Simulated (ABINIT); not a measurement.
# AlN (P6_3mc): G0W0 in ABINIT against the k mesh

Wanted: the cheapest k mesh that holds the gap of AlN (P6_3mc).

Main program and level: ABINIT 10.8.3; LDA and many-body steps on it, plane waves.

The database entry behind the starting cell differs from later determinations by our own check (inner coordinate u about 0.002 short), so it need not match the best structure at ambient conditions.

**1. The starting structure**

The structure is hexagonal, space group P6_3mc (No. 186). The conventional cell has a = 3.113 Å, b = 3.113 Å, c = 4.981 Å, α = 90.00°, β = 90.00°, γ = 120.00°. Nearest to Al lie 4 N at 1.89 Å. Nearest to N lie 4 Al at 1.89 Å. Farther neighbours and most contacts between anions are not listed.

The cell and positions come from the Crystallography Open Database and are kept as given unless a step says otherwise.

**2. Empty states on the mesh, 3×3×2 mesh, 140 bands**

This step: ABINIT 10.8.3; DFT, LDA, plane waves, norm-conserving pseudopotentials.

The sums over transitions need many empty states on a uniform mesh; this step solves for them.

The input, run.abi:

```
acell 3*1.0 Angstrom
rprim 
  3.113000000011 -0.000000000003 0.000000000000
  -1.556500000003 2.695937081992 0.000000000000
  0.000000000000 0.000000000000 4.981000000000
ntypat 2
znucl 13 7
natom 4
typat 1 1 2 2
xred 
  0.333333333333 0.666666666667 0.000000000000
  0.666666666667 0.333333333333 0.500000000000
  0.333333333333 0.666666666667 0.380000000000
  0.666666666667 0.333333333333 0.880000000000
pp_dirpath "pseudos"
pseudos "Al.upf, N.upf"
ecut 36
ngkpt 3 3 2
nshiftk 1
shiftk 0 0 0
kptopt 1
chksymbreak 0
irdden 1
istwfk *1
nband 140
prtvol 0
optdriver 6
gwr_task "HDIAGO"
paral_kgb 0
occopt 1
indata_prefix "in"
outdata_prefix "out"
tmpdata_prefix "tmp"
```

Command:

```sh
OMP_NUM_THREADS=1 mpirun -n 4 abinit run.abi > log
```

Numbers of over 12 decimals in the logs are rounded to 6 here.

The log of the run:

```text
.Version 10.8.3 of ABINIT. v10.8.2 released Aug 2026.

 Symmetries : space group P6_3 m c (#186); Bravais hP (primitive hexag.)
[... echo of the input left out ...]
== DATASET  1 ==================================================================
-   mpi_nproc: 4, omp_nthreads: 1 (-1 if OMP is not activated)

--- !DatasetInfo
iteration_state: {dtset: 1, }
dimensions: {natom: 4, nkpt: 6, mband: 140, nsppol: 1, nspinor: 1, nspden: 1, mpw: 2934, }
cutoff_energies: {ecut:  36.0, pawecutdg:  -1.0, }
[...]
Direct band gap semiconductor
 Fundamental gap:     4.255 (eV)
   VBM:     5.659 (eV) at k: [ 0.0000E+00,  0.0000E+00,  0.0000E+00]
   CBM:     9.914 (eV) at k: [ 0.0000E+00,  0.0000E+00,  0.0000E+00]
 Direct gap:         4.255 (eV) at k: [ 0.0000E+00,  0.0000E+00,  0.0000E+00]

== END DATASET(S) ==============================================================
================================================================================

 -outvars: echo values of variables after computation  --------
           etotal      0.0000000000E+00
            nband         140
             nkpt           6
          spgroup         186
 [... the other variables as echoed above ...]

 Calculation completed.
```

The job ended after 35 s (4 MPI ranks of Arm Neoverse V1, shared host; peak memory 2 GiB; 2.3 min of CPU time).

Numbers from this step:

| Item | Value |
| --- | --- |
| gap | 4.255 eV |
| k of the valence top | 0, 0, 0 |
| k of the conduction bottom | 0, 0, 0 |
| least direct gap | 4.255 eV |
| k points computed | 6 |
| lowest point of the top converged band, above the valence top | 105.1092 eV |

On this mesh the gap is 4.255 eV.

The density comes from a self-consistent run that is not shown.

**3. Empty states on the mesh, 3×3×1 mesh, 43 bands**

run.abi, as its differences from that of step 2:

```diff
@@ -17,3 +17,3 @@
 ecut 36
-ngkpt 3 3 2
+ngkpt 3 3 1
 nshiftk 1
@@ -22,10 +22,10 @@
 chksymbreak 0
+iscf -2
 irdden 1
 istwfk *1
-nband 140
+nband 43
+nbdbuf 4
+tolwfr 1e-09
+nstep 60
 prtvol 0
-optdriver 6
-gwr_task "HDIAGO"
-paral_kgb 0
-occopt 1
 indata_prefix "in"
```

The log of the run:

```text
.Version 10.8.3 of ABINIT. v10.8.2 released Aug 2026.

 Symmetries : space group P6_3 m c (#186); Bravais hP (primitive hexag.)
[... echo of the input left out ...]
== DATASET  1 ==================================================================
-   mpi_nproc: 4, omp_nthreads: 1 (-1 if OMP is not activated)
-    --> not optimal distribution: autoparal keyword recommended in input file <--

--- !DatasetInfo
iteration_state: {dtset: 1, }
dimensions: {natom: 4, nkpt: 3, mband: 43, nsppol: 1, nspinor: 1, nspden: 1, mpw: 2928, }
cutoff_energies: {ecut:  36.0, pawecutdg:  -1.0, }
[...]
1.03456    1.08873    1.18993    1.18993    1.28390    1.35488    1.36289    1.36289
   1.46450    1.46450    1.53559    1.53559    1.57683    1.59889    1.62390    1.62390
   1.66942    1.76957    1.84440
 prteigrs : prtvol=0 or 1, do not print more k-points.

== END DATASET(S) ==============================================================
================================================================================

 -outvars: echo values of variables after computation  --------
            nband          43
             nkpt           3
          spgroup         186
 [... the other variables as echoed above ...]

 Calculation completed.
```

It took 3.9 s on 4 MPI ranks; peak memory 0.24 GiB.

This step gave:

```yaml
gap: 4.255 eV
k_of_the_valence_top: 0, 0, 0
k_of_the_conduction_bottom: 0, 0, 0
least_direct_gap: 4.255 eV
k_points_computed: 3
lowest_point_of_the_top_converged_band_above_the_valence_top: 38.43 eV
```

On this mesh the gap is 4.255 eV.

**4. Empty states on the mesh, 6×6×4 mesh, 43 bands**

run.abi, as its differences from that of step 3:

```diff
@@ -17,3 +17,3 @@
 ecut 36
-ngkpt 3 3 1
+ngkpt 6 6 4
 nshiftk 1
```

The log of the run:

```text
.Version 10.8.3 of ABINIT. v10.8.2 released Aug 2026.

 Symmetries : space group P6_3 m c (#186); Bravais hP (primitive hexag.)
[... echo of the input left out ...]
== DATASET  1 ==================================================================
-   mpi_nproc: 4, omp_nthreads: 1 (-1 if OMP is not activated)

--- !DatasetInfo
iteration_state: {dtset: 1, }
dimensions: {natom: 4, nkpt: 21, mband: 43, nsppol: 1, nspinor: 1, nspden: 1, mpw: 2934, }
cutoff_energies: {ecut:  36.0, pawecutdg:  -1.0, }
[...]
1.03456    1.08873    1.18993    1.18993    1.28390    1.35488    1.36289    1.36289
   1.46450    1.46450    1.53559    1.53559    1.57683    1.59889    1.62390    1.62390
   1.66942    1.76957    1.84440
 prteigrs : prtvol=0 or 1, do not print more k-points.

== END DATASET(S) ==============================================================
================================================================================

 -outvars: echo values of variables after computation  --------
            nband          43
             nkpt          21
          spgroup         186
 [... the other variables as echoed above ...]

 Calculation completed.
```

Elapsed: 12 s, on 4 MPI ranks; peak memory 0.28 GiB.

This step gave:

```yaml
gap: 4.255 eV
k_of_the_valence_top: 0, 0, 0
k_of_the_conduction_bottom: 0, 0, 0
least_direct_gap: 4.255 eV
k_points_computed: 21
lowest_point_of_the_top_converged_band_above_the_valence_top: 37.29 eV
```

On this mesh the gap is 4.255 eV.

**5. Screening, 3×3×1 mesh, 39 bands, screening to 130.6 eV**

The RPA dielectric matrix is built and inverted for each q.

This step: RPA screening on LDA, plane waves, norm-conserving pseudopotentials.

run.abi, as its differences from that of step 4:

```diff
@@ -17,3 +17,3 @@
 ecut 36
-ngkpt 6 6 4
+ngkpt 3 3 1
 nshiftk 1
@@ -22,10 +22,11 @@
 chksymbreak 0
-iscf -2
-irdden 1
 istwfk *1
-nband 43
-nbdbuf 4
-tolwfr 1e-09
-nstep 60
-prtvol 0
+occopt 1
+irdwfk 1
+optdriver 3
+nband 39
+ecuteps 4.8
+inclvkb 2
+awtr 1
+symchi 1
 indata_prefix "in"
```

The log of the run:

```text
.Version 10.8.3 of ABINIT. v10.8.2 released Aug 2026.

 Symmetries : space group P6_3 m c (#186); Bravais hP (primitive hexag.)
[... echo of the input left out ...]
== DATASET  1 ==================================================================
-   mpi_nproc: 4, omp_nthreads: 1 (-1 if OMP is not activated)

--- !DatasetInfo
iteration_state: {dtset: 1, }
dimensions: {natom: 4, nkpt: 3, mband: 39, nsppol: 1, nspinor: 1, nspden: 1, mpw: 2928, }
cutoff_energies: {ecut:  36.0, pawecutdg:  -1.0, }
electrons: {nelect:   1.60000000E+01, charge:   0.00000000E+00, occopt:   1.00000000E+00, tsmear:   1.00000000E-02, }

 SCREENING: Calculation of the susceptibility and dielectric matrices

 Based on a program developped by R.W. Godby, V. Olevano, G. Onida, and L. Reining.
 Incorporated in ABINIT by V. Olevano, G.-M. Rignanese, and M. Torrent.
.Using double precision arithmetic ; gwpc =  8

[... cell and pseudopotentials left out ...]
--------------------------------------------------------------------------------

 ==== K-mesh for the wavefunctions ====
 Number of points in the irreducible wedge :     3
[... list of points left out ...]
 Together with 12 symmetry operations and time-reversal symmetry
 yields     9 points in the full Brillouin Zone.

 ==== Q-mesh for the screening function ====
 Number of points in the irreducible wedge :     3
[... list of points left out ...]
 Together with 12 symmetry operations and time-reversal symmetry
 yields     9 points in the full Brillouin Zone.

 setmesh: FFT mesh size selected  =    20x   20x   36
          total number of points  =        14400

 vcoul_init : cutoff-mode = AUXILIARY_FUNCTION
 q-points for optical limit:   1
     1)      0.000010    0.000020    0.000030

- screening: taking advantage of time-reversal symmetry
- Maximum band index for partially occupied states nbvw = 8
- Remaining bands to be divided among processors   nbcw = 31
- Number of bands treated by each node ~7

 Number of electrons calculated from density =   16.0000; Expected =   16.0000
 average of density, n =  0.056718
 r_s =    1.6146
 omega_plasma =   22.9728 [eV]

 calculating chi0 at frequencies [eV] :
  1    0.000000E+00    0.000000E+00
  2    0.000000E+00    2.297283E+01

--------------------------------------------------------------------------------
  q-point number  1        q = ( 0.000000, 0.000000, 0.000000) [r.l.u.]
--------------------------------------------------------------------------------
[... chi0 elements left out ...]
 For q-point:  0.000010 0.000020 0.000030
  dielectric constant =   5.1940
  dielectric constant without local fields =   5.6550

  Average fulfillment of the sum rule on Im[epsilon] for q-point    1 :     50.79  [%]
[... wings left out ...]
  q-point number  2        q = ( 0.333333, 0.000000, 0.000000) [r.l.u.]
--------------------------------------------------------------------------------
[... chi0 elements left out ...]
  Average fulfillment of the sum rule on Im[epsilon] for q-point    2 :     61.50  [%]

 [... 1 further q-points ...]
```

Run time: 2.6 s. Hardware: 4 MPI ranks; peak memory 0.09 GiB.

This step gave:

- ε∞ with local fields, on this mesh, along the program's q direction: 5.194
- the same without local fields: 5.655
- plasma frequency: 22.97 eV
- plane waves in the screening matrix: 135

Local fields lower ε∞ by 8 %. On a Γ-centred mesh this coarse the value itself is usually too large, while a short band sum pulls it down.

**6. 3×3×1**

This step: G0W0 on LDA, plane waves, norm-conserving pseudopotentials.

run.abi, as its differences from that of step 5:

```diff
@@ -25,8 +25,15 @@
 irdwfk 1
-optdriver 3
+optdriver 4
 nband 39
+gwcalctyp 0
+ecutsigx 36
+symsigma 1
+nkptgw 1
+kptgw 
+  0.0000000000 0.0000000000 0.0000000000
+bdgw 
+  6 10
 ecuteps 4.8
-inclvkb 2
-awtr 1
-symchi 1
+irdscr 1
+ppmodel 1
 indata_prefix "in"
```

The log of the run:

```text
.Version 10.8.3 of ABINIT. v10.8.2 released Aug 2026.

 Symmetries : space group P6_3 m c (#186); Bravais hP (primitive hexag.)
[... echo of the input left out ...]
== DATASET  1 ==================================================================
-   mpi_nproc: 4, omp_nthreads: 1 (-1 if OMP is not activated)

--- !DatasetInfo
iteration_state: {dtset: 1, }
dimensions: {natom: 4, nkpt: 3, mband: 39, nsppol: 1, nspinor: 1, nspden: 1, mpw: 2928, }
cutoff_energies: {ecut:  36.0, pawecutdg:  -1.0, }
electrons: {nelect:   1.60000000E+01, charge:   0.00000000E+00, occopt:   1.00000000E+00, tsmear:   1.00000000E-02, }

 SIGMA: Calculation of the GW corrections

 Based on a program developped by R.W. Godby, V. Olevano, G. Onida, and L. Reining.
 Incorporated in ABINIT by V. Olevano, G.-M. Rignanese, and M. Torrent.
.Using double precision arithmetic ; gwpc =  8

[... cell and pseudopotentials left out ...]
--------------------------------------------------------------------------------

 ==== K-mesh for the wavefunctions ====
 Number of points in the irreducible wedge :     3
[... list of points left out ...]
 Together with 12 symmetry operations and time-reversal symmetry
 yields     9 points in the full Brillouin Zone.

 ==== Q-mesh for screening function ====
 Number of points in the irreducible wedge :     3
[... list of points left out ...]
 Together with 12 symmetry operations and time-reversal symmetry
 yields     9 points in the full Brillouin Zone.

 vcoul_init : cutoff-mode = AUXILIARY_FUNCTION
 q-points for optical limit:   1
     1)      0.000010    0.000020    0.000030
 setmesh: FFT mesh size selected  =    27x   27x   54
          total number of points  =        39366

 Number of electrons calculated from density =   16.0000; Expected =   16.0000
 average of density, n =  0.056718
 r_s =    1.6146
 omega_plasma =   22.9728 [eV]

 === KS Band Gaps ===
  >>>> For spin  1
   Minimum direct gap =   4.2550 [eV], located at k-point      :   0.0000  0.0000  0.0000
   Fundamental gap    =   4.2550 [eV], Top of valence bands at :   0.0000  0.0000  0.0000
                                       Bottom of conduction at :   0.0000  0.0000  0.0000
 SIGMA fundamental parameters:
 PLASMON POLE MODEL  1
 number of plane-waves for SigmaX                 2863
 number of plane-waves for SigmaC and W            135
 number of plane-waves for wavefunctions          2863
 number of bands                                    39
 number of independent spin polarizations            1
 number of spinorial components                      1
 number of k-points in IBZ                           3
 number of q-points in IBZ                           3
 number of symmetry operations                      12
 number of k-points in BZ                            9
 number of q-points in BZ                            9
 number of frequencies for dSigma/dE                 9
 frequency step for dSigma/dE [eV]                0.25
 number of omega for Sigma on real axis              0
 max omega for Sigma on real axis  [eV]           0.00
 zcut for avoiding poles [eV]                     0.10

 EPSILON^-1 parameters (SCR file):
 dimension of the eps^-1 matrix on file            135
 dimension of the eps^-1 matrix used               135
 number of plane-waves for wavefunctions          2863
 number of bands                                    39
 number of q-points in IBZ                           3
 number of frequencies                               2
 number of real frequencies                          1
 number of imag frequencies                          1

 matrix elements of self-energy operator (all in [eV])

 Perturbative Calculation

--- !SelfEnergy_ee
iteration_state: {dtset: 1, }
kpoint     : [   0.000,    0.000,    0.000, ]
spin       : 1
KS_gap     :    4.255
QP_gap     :    5.559
Delta_QP_KS:    1.304
data: !SigmaeeData |
     Band     E0 <VxcDFT>   SigX SigC(E0)      Z dSigC/dE  Sig(E)    E-E0       E
        6   5.481 -16.814 -20.928   3.889   0.790  -0.266 -16.992  -0.178   5.303
        7   5.481 -16.814 -20.928   3.889   0.790  -0.266 -16.992  -0.178   5.303
        8   5.659 -16.904 -20.907   3.835   0.789  -0.268 -17.037  -0.133   5.527
        9   9.914 -12.732  -7.696  -3.599   0.815  -0.227 -11.561   1.171  11.085
       10  12.222 -11.085  -5.657  -3.927   0.824  -0.213  -9.847   1.237  13.459

== END DATASET(S) ==============================================================
================================================================================

 -outvars: echo values of variables after computation  --------
           etotal      0.0000000000E+00
            nband          39
             nkpt           3
          spgroup         186
 [... the other variables as echoed above ...]

 Calculation completed.
```

It took 2.3 s on 4 MPI ranks; peak memory 0.09 GiB; 9.1 s of CPU time.

Numbers from this step:

```yaml
g0w0_gap_on_the_points_computed: 5.558 eV
starting_gap_on_the_mesh: 4.255 eV
k_of_the_valence_top: 0, 0, 0
k_of_the_conduction_bottom: 0, 0, 0
z_at_the_valence_top: 0.789
z_at_the_conduction_bottom: 0.815
least_direct_g0w0_gap_on_the_computed_points: 5.558 eV
```

**7. Screening, 3×3×2 mesh, 39 bands, screening to 130.6 eV**

This step: RPA screening on LDA, plane waves, norm-conserving pseudopotentials.

run.abi, as its differences from that of step 6:

```diff
@@ -17,3 +17,3 @@
 ecut 36
-ngkpt 3 3 1
+ngkpt 3 3 2
 nshiftk 1
@@ -25,15 +25,8 @@
 irdwfk 1
-optdriver 4
+optdriver 3
 nband 39
-gwcalctyp 0
-ecutsigx 36
-symsigma 1
-nkptgw 1
-kptgw 
-  0.0000000000 0.0000000000 0.0000000000
-bdgw 
-  6 10
 ecuteps 4.8
-irdscr 1
-ppmodel 1
+inclvkb 2
+awtr 1
+symchi 1
 indata_prefix "in"
```

The log of the run:

```text
.Version 10.8.3 of ABINIT. v10.8.2 released Aug 2026.

 Symmetries : space group P6_3 m c (#186); Bravais hP (primitive hexag.)
[... echo of the input left out ...]
== DATASET  1 ==================================================================
-   mpi_nproc: 4, omp_nthreads: 1 (-1 if OMP is not activated)

--- !DatasetInfo
iteration_state: {dtset: 1, }
dimensions: {natom: 4, nkpt: 6, mband: 39, nsppol: 1, nspinor: 1, nspden: 1, mpw: 2934, }
cutoff_energies: {ecut:  36.0, pawecutdg:  -1.0, }
electrons: {nelect:   1.60000000E+01, charge:   0.00000000E+00, occopt:   1.00000000E+00, tsmear:   1.00000000E-02, }

 SCREENING: Calculation of the susceptibility and dielectric matrices

 Based on a program developped by R.W. Godby, V. Olevano, G. Onida, and L. Reining.
 Incorporated in ABINIT by V. Olevano, G.-M. Rignanese, and M. Torrent.
.Using double precision arithmetic ; gwpc =  8

[... cell and pseudopotentials left out ...]
--------------------------------------------------------------------------------

 ==== K-mesh for the wavefunctions ====
 Number of points in the irreducible wedge :     6
[... list of points left out ...]
 Together with 12 symmetry operations and time-reversal symmetry
 yields    18 points in the full Brillouin Zone.

 ==== Q-mesh for the screening function ====
 Number of points in the irreducible wedge :     6
[... list of points left out ...]
 Together with 12 symmetry operations and time-reversal symmetry
 yields    18 points in the full Brillouin Zone.

 setmesh: FFT mesh size selected  =    20x   20x   36
          total number of points  =        14400

 vcoul_init : cutoff-mode = AUXILIARY_FUNCTION
 q-points for optical limit:   1
     1)      0.000010    0.000020    0.000030

- screening: taking advantage of time-reversal symmetry
- Maximum band index for partially occupied states nbvw = 8
- Remaining bands to be divided among processors   nbcw = 31
- Number of bands treated by each node ~7

 Number of electrons calculated from density =   16.0000; Expected =   16.0000
 average of density, n =  0.056718
 r_s =    1.6146
 omega_plasma =   22.9728 [eV]

 calculating chi0 at frequencies [eV] :
  1    0.000000E+00    0.000000E+00
  2    0.000000E+00    2.297283E+01

--------------------------------------------------------------------------------
  q-point number  1        q = ( 0.000000, 0.000000, 0.000000) [r.l.u.]
--------------------------------------------------------------------------------
[... chi0 elements left out ...]
 For q-point:  0.000010 0.000020 0.000030
  dielectric constant =   4.9952
  dielectric constant without local fields =   5.4532

  Average fulfillment of the sum rule on Im[epsilon] for q-point    1 :     50.91  [%]
[... wings left out ...]
  q-point number  2        q = ( 0.333333, 0.000000, 0.000000) [r.l.u.]
--------------------------------------------------------------------------------
[... chi0 elements left out ...]
  Average fulfillment of the sum rule on Im[epsilon] for q-point    2 :     61.53  [%]

 [... 4 further q-points ...]
```

Wall time 3.6 s (4 MPI ranks); peak memory 0.39 GiB.

This step gave:

```
ε∞ with local fields, on this mesh, along the program's q direction : 4.995
the same without local fields                                       : 5.453
plasma frequency                                                    : 22.97 eV
plane waves in the screening matrix                                 : 135
```

(Continued in part 2 of 2.)

[Paths, hosts, dates, memory and timing lines, banners, echoed tables and standing remarks are left out of the program output.]

[Logs are printed without paths, hosts, clocks, repeated set-up lines and the standing remarks that a program may print on its own settings, such as how far it seeks lower states.]

[Runs of the session that timed out or met a known fault of the program may be left out.]

[No measured gap is set beside runs whose start may be inverted or whose files or cutoffs have a known fault.]

[Hosts, paths, dates, database ids (printed as entryN), source tags and the programs' standing remarks are cut or masked in the printed files.]

[G0W0 gaps are taken among the corrected bands and points alone; a level outside them can change the order at an edge.]

[Where Ansatz stands beside ABINIT at settings called matched, ABINIT's density can come from a denser mesh and the files from another edition; pairs whose starting gaps differed by over 0.03 eV were left out, so agreement reads better than it is.]
